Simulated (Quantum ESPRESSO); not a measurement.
## Magnetic state of YCrO4 from several starts

Wanted: the moments of YCrO4 and the energy of each order that was tried.

Method: PBEsol with U = 3.5 eV on Cr d (ortho-atomic projectors); plane waves with GBRV 1.5 PBEsol potentials, no spin-orbit coupling, in Quantum ESPRESSO 7.5.

## (1) The starting structure

The structure is tetragonal, space group I4_1/amd (No. 141). The conventional cell has a = 7.112 Å, b = 7.112 Å, c = 6.251 Å, α = 90.00°, β = 90.00°, γ = 90.00°. Nearest to Y lie 8 O at 2.32 to 2.45 Å. Nearest to Cr lie 4 O at 1.67 Å. O has 1 Cr at 1.67 Å and 2 Y at 2.32 to 2.45 Å nearest. Farther neighbours and most contacts between anions are not listed.

The cell comes from the Crystallography Open Database.

## (2) Start 1: ferro ++

The signs are those of the starting moments on the seeded atoms, the atoms that are given a moment.

File pw.in:

```
&CONTROL
  calculation = 'scf'
  prefix = 'pwscf'
  outdir = './tmp'
  pseudo_dir = './pseudo'
  disk_io = 'nowf'
/
&SYSTEM
  ibrav = 0
  nat = 12
  ntyp = 3
  ecutwfc = 40
  ecutrho = 280
  nbnd = 67
  occupations = 'smearing'
  smearing = 'fd'
  degauss = 0.00367493
  nspin = 2
  starting_magnetization(1) = 0
  starting_magnetization(2) = 0.2143
  starting_magnetization(3) = 0
/
&ELECTRONS
  conv_thr = 2.4d-08
  electron_maxstep = 150
  mixing_beta = 0.3
/
ATOMIC_SPECIES
Y      88.9058 y_pbesol_v1.4.uspp.F.UPF
Cr     51.9961 cr_pbesol_v1.5.uspp.F.UPF
O      15.9990 o_pbesol_v1.2.uspp.F.UPF
CELL_PARAMETERS angstrom
  -3.5560000000    3.5560000000    3.1255000000
   3.5560000000   -3.5560000000    3.1255000000
   3.5560000000    3.5560000000   -3.1255000000
ATOMIC_POSITIONS crystal
Y       0.0000000000    0.0000000000    0.0000000000
Y       0.7500000000    0.2500000000    0.5000000000
Cr      0.5000000000    0.5000000000    0.0000000000
Cr      0.2500000000    0.7500000000    0.5000000000
O       0.5140000000    0.3320000000    0.1820000000
O       0.0820000000    0.4000000000    0.3180000000
O       0.1500000000    0.3320000000    0.8180000000
O       0.0820000000    0.7640000000    0.6820000000
O       0.2360000000    0.9180000000    0.3180000000
O       0.6680000000    0.4860000000    0.8180000000
O       0.6000000000    0.9180000000    0.6820000000
O       0.6680000000    0.8500000000    0.1820000000
K_POINTS automatic
4 4 4 0 0 0
HUBBARD {ortho-atomic}
U Cr-3d 3.5000
```

Command:

```
> OMP_NUM_THREADS=1 mpirun -n 4 pw.x -nk 4 -in pw.in > pw.out
```

The program printed:

```text
Program PWSCF v.7.5 starts

     Message from routine setup:
     using ibrav=0 with symmetry is DISCOURAGED, use correct ibrav instead

     K-points division:     npool     =       4
     Subspace diagonalization in iterative solution of the eigenvalue problem:

     G-vector sticks info
     --------------------
     sticks:   dense  smooth     PW     G-vecs:    dense   smooth      PW
     Sum        2497    1433    457                84471    36447    6633

     Using Slab Decomposition

     bravais-lattice index     =            0
     lattice parameter (alat)  =      11.1892  a.u.
     unit-cell volume          =    1066.8408 (a.u.)^3
     number of atoms/cell      =           12
     number of atomic types    =            3
     number of electrons       =        98.00
     number of Kohn-Sham states=           67
     kinetic-energy cutoff     =      40.0000  Ry
     charge density cutoff     =     280.0000  Ry
     scf convergence threshold =      2.4E-08
     mixing beta               =       0.3000
     number of iterations used =            8  plain     mixing
     Exchange-correlation= SLA  PW   PSX  PSC
                           (   1   4  10   8   0   0   0)
     Hubbard projectors: ortho-atomic
     Hubbard parameters of DFT+U (Dudarev formulation) in eV:
     U(Cr-3d) =  3.5000

     Internal variables: lda_plus_u =T, lda_plus_u_kind = 0

     Internal variables: orbital_resolved =F, hub_pot_fix =F, apply_U = F

     celldm(1)=  11.189193  celldm(2)=   0.000000  celldm(3)=   0.000000
     celldm(4)=   0.000000  celldm(5)=   0.000000  celldm(6)=   0.000000

     crystal axes: (cart. coord. in units of alat)
               a(1) = (  -0.600568   0.600568   0.527861 )
               a(2) = (   0.600568  -0.600568   0.527861 )
               a(3) = (   0.600568   0.600568  -0.527861 )

     reciprocal axes: (cart. coord. in units 2 pi/alat)
               b(1) = ( -0.000000  0.832546  0.947219 )
               b(2) = (  0.832546 -0.000000  0.947219 )
               b(3) = (  0.832546  0.832546  0.000000 )

     PseudoPot. # 1 for Y  read from file:
     y_pbesol_v1.4.uspp.F.UPF
     Pseudo is Ultrasoft + core correction, Zval = 11.0
     Generated by new atomic code, or converted to UPF format
     Using radial grid of  885 points,  6 beta functions with:
                l(1) =   0
                l(2) =   0
                l(3) =   1
                l(4) =   1
                l(5) =   2
                l(6) =   2
     Q(r) pseudized with  8 coefficients,  rinner =    1.200   1.200   1.200
                                                       1.200   1.200

     PseudoPot. # 2 for Cr read from file:
     cr_pbesol_v1.5.uspp.F.UPF
     Pseudo is Ultrasoft + core correction, Zval = 14.0
     Generated by new atomic code, or converted to UPF format
     Using radial grid of  857 points,  6 beta functions with:
                l(1) =   0
                l(2) =   0
                l(3) =   1
                l(4) =   1
                l(5) =   2
                l(6) =   2
     Q(r) pseudized with  8 coefficients,  rinner =    0.950   0.950   0.950
                                                       0.950   0.950

     PseudoPot. # 3 for O  read from file:
     o_pbesol_v1.2.uspp.F.UPF
     Pseudo is Ultrasoft + core correction, Zval =  6.0
     Generated by new atomic code, or converted to UPF format
     Using radial grid of  737 points,  5 beta functions with:
                l(1) =   0
                l(2) =   0
                l(3) =   1
                l(4) =   1
                l(5) =   2
     Q(r) pseudized with  8 coefficients,  rinner =    0.900   0.900   0.900
                                                       0.900   0.900

     atomic species   valence    mass     pseudopotential
     Y                11.00    88.90580     Y ( 1.00)
     Cr               14.00    51.99610     Cr( 1.00)
     O                 6.00    15.99900     O ( 1.00)

     Starting magnetic structure
     atomic species   magnetization
     Y               0.000
     Cr              0.214
     O               0.000

     16 Sym. Ops., with inversion, found ( 8 have fractional translation)

   Cartesian axes

     site n.     atom                  positions (alat units)
         1        Y      tau(   1) = (   0.0000000   0.0000000   0.0000000  )
         2        Y      tau(   2) = (   0.0000000   0.6005675   0.2639305  )
         3        Cr     tau(   3) = (   0.0000000   0.0000000   0.5278610  )
         4        Cr     tau(   4) = (   0.6005675   0.0000000   0.2639305  )
         5        O      tau(   5) = (  -0.0000000   0.2186066   0.3504997  )
         6        O      tau(   6) = (   0.3819610   0.0000000   0.0865692  )
         7        O      tau(   7) = (   0.6005675   0.3819610  -0.1773613  )
         8        O      tau(   8) = (   0.8191741  -0.0000000   0.0865692  )
         9        O      tau(   9) = (   0.6005675  -0.2186066   0.4412918  )
        10        O      tau(  10) = (   0.3819610   0.6005675   0.1773613  )
        11        O      tau(  11) = (   0.6005675   0.2186066   0.4412918  )
        12        O      tau(  12) = (   0.2186066  -0.0000000   0.7052223  )

     number of k points=    13  Fermi-Dirac smearing, width (Ry)=  0.0037
                       cart. coord. in units 2pi/alat
        k(    1) = (   0.0000000   0.0000000   0.0000000), wk =   0.0156250
        k(    2) = (   0.2081365   0.2081365   0.0000000), wk =   0.0625000
        k(    3) = (  -0.4162729  -0.4162729   0.0000000), wk =   0.0312500
        k(    4) = (   0.2081365  -0.0000000   0.2368048), wk =   0.1250000
        k(    5) = (   0.4162729   0.2081365   0.2368048), wk =   0.2500000
        [... 8 further k-points ...]

     Dense  grid:    84471 G-vectors     FFT dimensions: (  60,  60,  60)

     Smooth grid:    36447 G-vectors     FFT dimensions: (  48,  48,  48)

     Check: negative core charge=   -0.000004
     Generating pointlists ...
     new r_m :   0.1616 (alat units)  1.8077 (a.u.) for type    1
     new r_m :   0.1161 (alat units)  1.2993 (a.u.) for type    2
     new r_m :   0.1161 (alat units)  1.2993 (a.u.) for type    3

     Initial potential from superposition of free atoms

     starting charge      95.9917, renormalised to      98.0000

     negative rho (up, down):  1.753E-03 1.122E-03

     STARTING HUBBARD OCCUPATIONS:

     =================== HUBBARD OCCUPATIONS ===================
     ------------------------ ATOM    3 ------------------------
     Tr[ns(  3)] (up, down, total) =   3.40000  0.00000  3.40000
     Atomic magnetic moment for atom   3 =   3.40000
     [... lines left out ...]
     ------------------------ ATOM    4 ------------------------
     Tr[ns(  4)] (up, down, total) =   3.40000  0.00000  3.40000
     Atomic magnetic moment for atom   4 =   3.40000
     [... lines left out ...]
     Number of occupied Hubbard levels =    6.8000

     Atomic wfc used for Hubbard projectors are orthogonalized

     Starting wfcs are   78 randomized atomic wfcs

     Self-consistent Calculation

     iteration #  1     ecut=    40.00 Ry     beta= 0.30
     Davidson diagonalization with overlap
     ethr =  1.00E-02,  avg # of iterations =  2.6

     =================== HUBBARD OCCUPATIONS ===================
     ------------------------ ATOM    3 ------------------------
     Tr[ns(  3)] (up, down, total) =   2.31030  0.80005  3.11035
     Atomic magnetic moment for atom   3 =   1.51025
     [... lines left out ...]
     ------------------------ ATOM    4 ------------------------
     Tr[ns(  4)] (up, down, total) =   2.31030  0.80005  3.11035
     Atomic magnetic moment for atom   4 =   1.51025
     [... lines left out ...]
     Number of occupied Hubbard levels =    6.2207

     negative rho (up, down):  1.666E-03 1.869E-03

     total energy              =    -793.64723815 Ry
     estimated scf accuracy    <       3.68115338 Ry

     total magnetization       =     2.00 Bohr mag/cell
     absolute magnetization    =     3.91 Bohr mag/cell

     iteration #  2     ecut=    40.00 Ry     beta= 0.30
     Davidson diagonalization with overlap
     ethr =  3.76E-03,  avg # of iterations =  2.0

     negative rho (up, down):  1.292E-03 1.928E-03

     total energy              =    -794.07396470 Ry
     estimated scf accuracy    <       2.89560711 Ry

     total magnetization       =     2.00 Bohr mag/cell
     absolute magnetization    =     4.23 Bohr mag/cell

     iteration #  3     ecut=    40.00 Ry     beta= 0.30
     Davidson diagonalization with overlap
     ethr =  2.95E-03,  avg # of iterations =  1.3

     negative rho (up, down):  1.087E-03 2.349E-03

     total energy              =    -794.47194197 Ry
     estimated scf accuracy    <       0.32773724 Ry

     total magnetization       =     2.00 Bohr mag/cell
     absolute magnetization    =     3.62 Bohr mag/cell

     [... further iterations left out ...]

     iteration # 15     ecut=    40.00 Ry     beta= 0.30
     Davidson diagonalization with overlap
     ethr =  7.74E-09,  avg # of iterations =  1.6

     negative rho (up, down):  8.982E-04 2.699E-03

     total energy              =    -794.54073772 Ry
     estimated scf accuracy    <       0.00000088 Ry

     total magnetization       =     2.00 Bohr mag/cell
     absolute magnetization    =     2.57 Bohr mag/cell

     iteration # 16     ecut=    40.00 Ry     beta= 0.30
     Davidson diagonalization with overlap
     ethr =  8.99E-10,  avg # of iterations =  2.7

     negative rho (up, down):  8.983E-04 2.699E-03

     total energy              =    -794.54073890 Ry
     estimated scf accuracy    <       0.00000016 Ry

     total magnetization       =     2.00 Bohr mag/cell
     absolute magnetization    =     2.56 Bohr mag/cell

     iteration # 17     ecut=    40.00 Ry     beta= 0.30
     Davidson diagonalization with overlap
     ethr =  1.65E-10,  avg # of iterations =  2.0

     negative rho (up, down):  8.980E-04 2.699E-03

     total energy              =    -794.54073895 Ry
     estimated scf accuracy    <       0.00000005 Ry

     total magnetization       =     2.00 Bohr mag/cell
     absolute magnetization    =     2.56 Bohr mag/cell

     iteration # 18     ecut=    40.00 Ry     beta= 0.30
     Davidson diagonalization with overlap
     ethr =  5.07E-11,  avg # of iterations =  1.8

     negative rho (up, down):  8.981E-04 2.699E-03

     Magnetic moment per site  (integrated on atomic sphere of radius R)
     atom   1 (R=0.162)  charge=  7.3677  magn=  0.0119
     atom   2 (R=0.162)  charge=  7.3677  magn=  0.0119
     atom   3 (R=0.116)  charge=  9.8121  magn=  0.7915
     atom   4 (R=0.116)  charge=  9.8121  magn=  0.7915
     atom   5 (R=0.116)  charge=  4.6084  magn= -0.0109
     atom   6 (R=0.116)  charge=  4.6084  magn= -0.0109
     atom   7 (R=0.116)  charge=  4.6084  magn= -0.0109
     atom   8 (R=0.116)  charge=  4.6084  magn= -0.0109
     atom   9 (R=0.116)  charge=  4.6084  magn= -0.0109
     atom  10 (R=0.116)  charge=  4.6084  magn= -0.0109
     atom  11 (R=0.116)  charge=  4.6084  magn= -0.0109
     atom  12 (R=0.116)  charge=  4.6084  magn= -0.0109

     End of self-consistent calculation

     =================== HUBBARD OCCUPATIONS ===================
     ------------------------ ATOM    3 ------------------------
     Tr[ns(  3)] (up, down, total) =   2.58572  1.57132  4.15704
     Atomic magnetic moment for atom   3 =   1.01440
     [... lines left out ...]
     ------------------------ ATOM    4 ------------------------
     Tr[ns(  4)] (up, down, total) =   2.58572  1.57132  4.15704
     Atomic magnetic moment for atom   4 =   1.01440
     [... lines left out ...]
     Number of occupied Hubbard levels =    8.3141

     [... lines left out ...]
     the Fermi energy is     8.3316 ev

!    total energy              =    -794.54073905 Ry
     estimated scf accuracy    <       0.00000002 Ry
     smearing contrib. (-TS)   =      -0.00039830 Ry
     internal energy E=F+TS    =    -794.54034076 Ry

     The total energy is F=E-TS. E is the sum of the following terms:
     one-electron contribution =    -394.40437454 Ry
     hartree contribution      =     240.00683548 Ry
     xc contribution           =    -156.40976425 Ry
     ewald contribution        =    -484.25785800 Ry
     Hubbard energy            =       0.52482055 Ry

     total magnetization       =     2.00 Bohr mag/cell
     absolute magnetization    =     2.56 Bohr mag/cell

     convergence has been achieved in  18 iterations

=------------------------------------------------------------------------------=
   JOB DONE.
=------------------------------------------------------------------------------=
```

Run time: 66 s. Hardware: 4 MPI ranks of Intel Xeon Platinum 8559C (Emerald Rapids), shared host; peak memory 1 GiB.

Spin moment in the atom's sphere by atom:

```tsv
atom	spin moment in the atom's sphere (μB)
Y1	0.012
Y2	0.012
Cr3	0.791
Cr4	0.791
O5	-0.011
O6	-0.011
O7	-0.011
O8	-0.011
O9	-0.011
O10	-0.011
O11	-0.011
O12	-0.011
```

Read from the output:

```yaml
smearing_term_ts: 0.005419 eV
magnetization: 2 μB
absolute_magnetization: 2.563 μB
final_state: ferromagnetic
```

(Part 1 of 2 ends here.)

[Logs and program files are shortened in this print: banners, set-up blocks, solver, clock and traceback lines can be left out without a mark of their own.]

[Logs are printed without paths, hosts, clocks, repeated set-up lines and the standing remarks that a program may print on its own settings, such as how far it seeks lower states.]

[Hosts, paths, dates, database ids (printed as entryN), source tags and the programs' standing remarks are cut or masked in the printed files.]

[Where a cell is said to come from a database of computed structures, the database is the Materials Project.]
